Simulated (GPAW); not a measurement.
## Collinear magnetic orders of MnCuAs with GPAW

Does MnCuAs prefer parallel or opposed moments, or none?

Method: PBE; plane waves with GPAW's PAW setups, scalar-relativistic, in GPAW 26.7.0.

### Step 1. Set-up

The structure is tetragonal, space group P4/nmm (No. 129). Conventional cell: a = 3.699 Å, b = 3.699 Å, c = 6.408 Å, α = 90.00°, β = 90.00°, γ = 90.00°. Mn has 5 As at 2.49 to 2.64 Å and 4 Cu at 2.84 Å nearest. Nearest to Cu lie 4 As at 2.56 Å and 4 Cu at 2.62 Å and 4 Mn at 2.84 Å. Nearest to As lie 5 Mn at 2.49 to 2.64 Å and 4 Cu at 2.56 Å. Farther neighbours are not listed.

Structure file:

```
Mn Cu As
1.0
     3.69949    0.00000    0.00000
     0.00000    3.69949    0.00000
     0.00000    0.00000    6.40842
Mn Cu As
2 2 2
Cartesian
  0.0000 1.8497 1.0511
  1.8497 0.0000 5.3573
  0.0000 0.0000 3.2042
  1.8497 1.8497 3.2042
  0.0000 1.8497 4.9745
  1.8497 0.0000 1.4339
```

The cell comes from a database of computed structures and need not be the stable phase.

### Step 2. Order 1, typed as ferro ++

The parallel start comes first: it fits the smallest cell, keeps the most symmetry and shows whether parallel moments form.

Input file order1.py:

```python
import json
import numpy as np
from ase import Atoms
from ase.parallel import paropen, parprint
from gpaw import GPAW

atoms = Atoms(['Mn', 'Mn', 'Cu', 'Cu', 'As', 'As'],
    cell=[[3.699491, 0.0, 0.0],
         [0.0, 3.699491, 0.0],
         [0.0, 0.0, 6.408422]],
    scaled_positions=[[0.0, 0.5, 0.16402],
         [0.5, 0.0, 0.83598],
         [0.0, 0.0, 0.5],
         [0.5, 0.5, 0.5],
         [0.0, 0.5, 0.776246],
         [0.5, 0.0, 0.223754]],
    pbc=True,
    magmoms=[3.5, 3.5, 0.0, 0.0, 0.0, 0.0])
atoms.calc = GPAW(mode={'name': 'pw', 'ecut': 550},
    xc='PBE',
    kpts={'size': (8, 8, 8), 'gamma': True},
    occupations={'name': 'fermi-dirac', 'width': 0.05},
    convergence={'density': 1e-05, 'energy': 1e-05},
    maxiter=200,
    symmetry={'tolerance': 1e-4},
    txt='order1.txt')
e = atoms.get_potential_energy(force_consistent=True)
res = {'free_energy': e, 'energy_sigma0': atoms.get_potential_energy(), 'fermi_energy': atoms.calc.get_fermi_level()}
res['moments'] = atoms.get_magnetic_moments().tolist()
res['total'] = atoms.get_magnetic_moment()
parprint('site moments (muB):', np.round(res['moments'], 3))
parprint(f"total moment: {res['total']:.3f} muB")
parprint(f'free energy: {e:.6f} eV')
atoms.calc.write('order1.gpw')
n = atoms.calc.get_pseudo_density()
up, down = (atoms.calc.get_pseudo_density(spin=i) for i in (0, 1))
np.savez('grids.npz', density=n, spin=up - down)
with paropen('results.json', 'w') as f:
    json.dump(res, f)
```

Started as:

```bash
$ OMP_NUM_THREADS=1 mpirun -n 4 gpaw python order1.py > order1.log
```

Then come: order 2, typed as antiferro +-; run 3 (antiferro q=(0,0,1/2) +-+-); start 4: antiferro q=(0,1/2,0) +-+-; run 5 (no spin polarisation); ranking. Settings of the main run: cutoff 550 eV, 8×8×8 k-mesh, fermi-dirac occupations, smearing width 0.05 eV, mesh matched on, collinear spin, starting moments 3.5 -3.5 0 0 0 0 μB.

Q: Predict the largest site moment.

Opposed moments of equal size cancel, so the cell has no net moment. Symmetry leaves 3 kinds of site among the 6 atoms, and equivalent atoms carry values of equal size. The lowest state found is antiferromagnetic, reached from the start antiferro +-, with moments up to 3.37 μB.

- lowest state found: antiferromagnetic (started as antiferro +-)
- largest site moment: 3.37 μB
- next state: antiferromagnetic, 36.9 meV a seeded atom higher
- energy gained by spin polarisation: 1068 meV a seeded atom

The next state costs 37 meV a seeded atom. Forming the largest moments gains far more than ordering them, so they should outlast the ordering temperature. This is the lowest of 5 finished starts, no proof of the ground state.

[Logs and program files are shortened in this print: banners, set-up blocks, solver, clock and traceback lines can be left out without a mark of their own.]

[Logs are printed without paths, hosts, clocks, repeated set-up lines and the standing remarks that a program may print on its own settings, such as how far it seeks lower states.]

[Hosts, paths, dates, database ids (printed as entryN), source tags and the programs' standing remarks are cut or masked in the printed files.]

[Where a cell is said to come from a database of computed structures, the database is the Materials Project.]
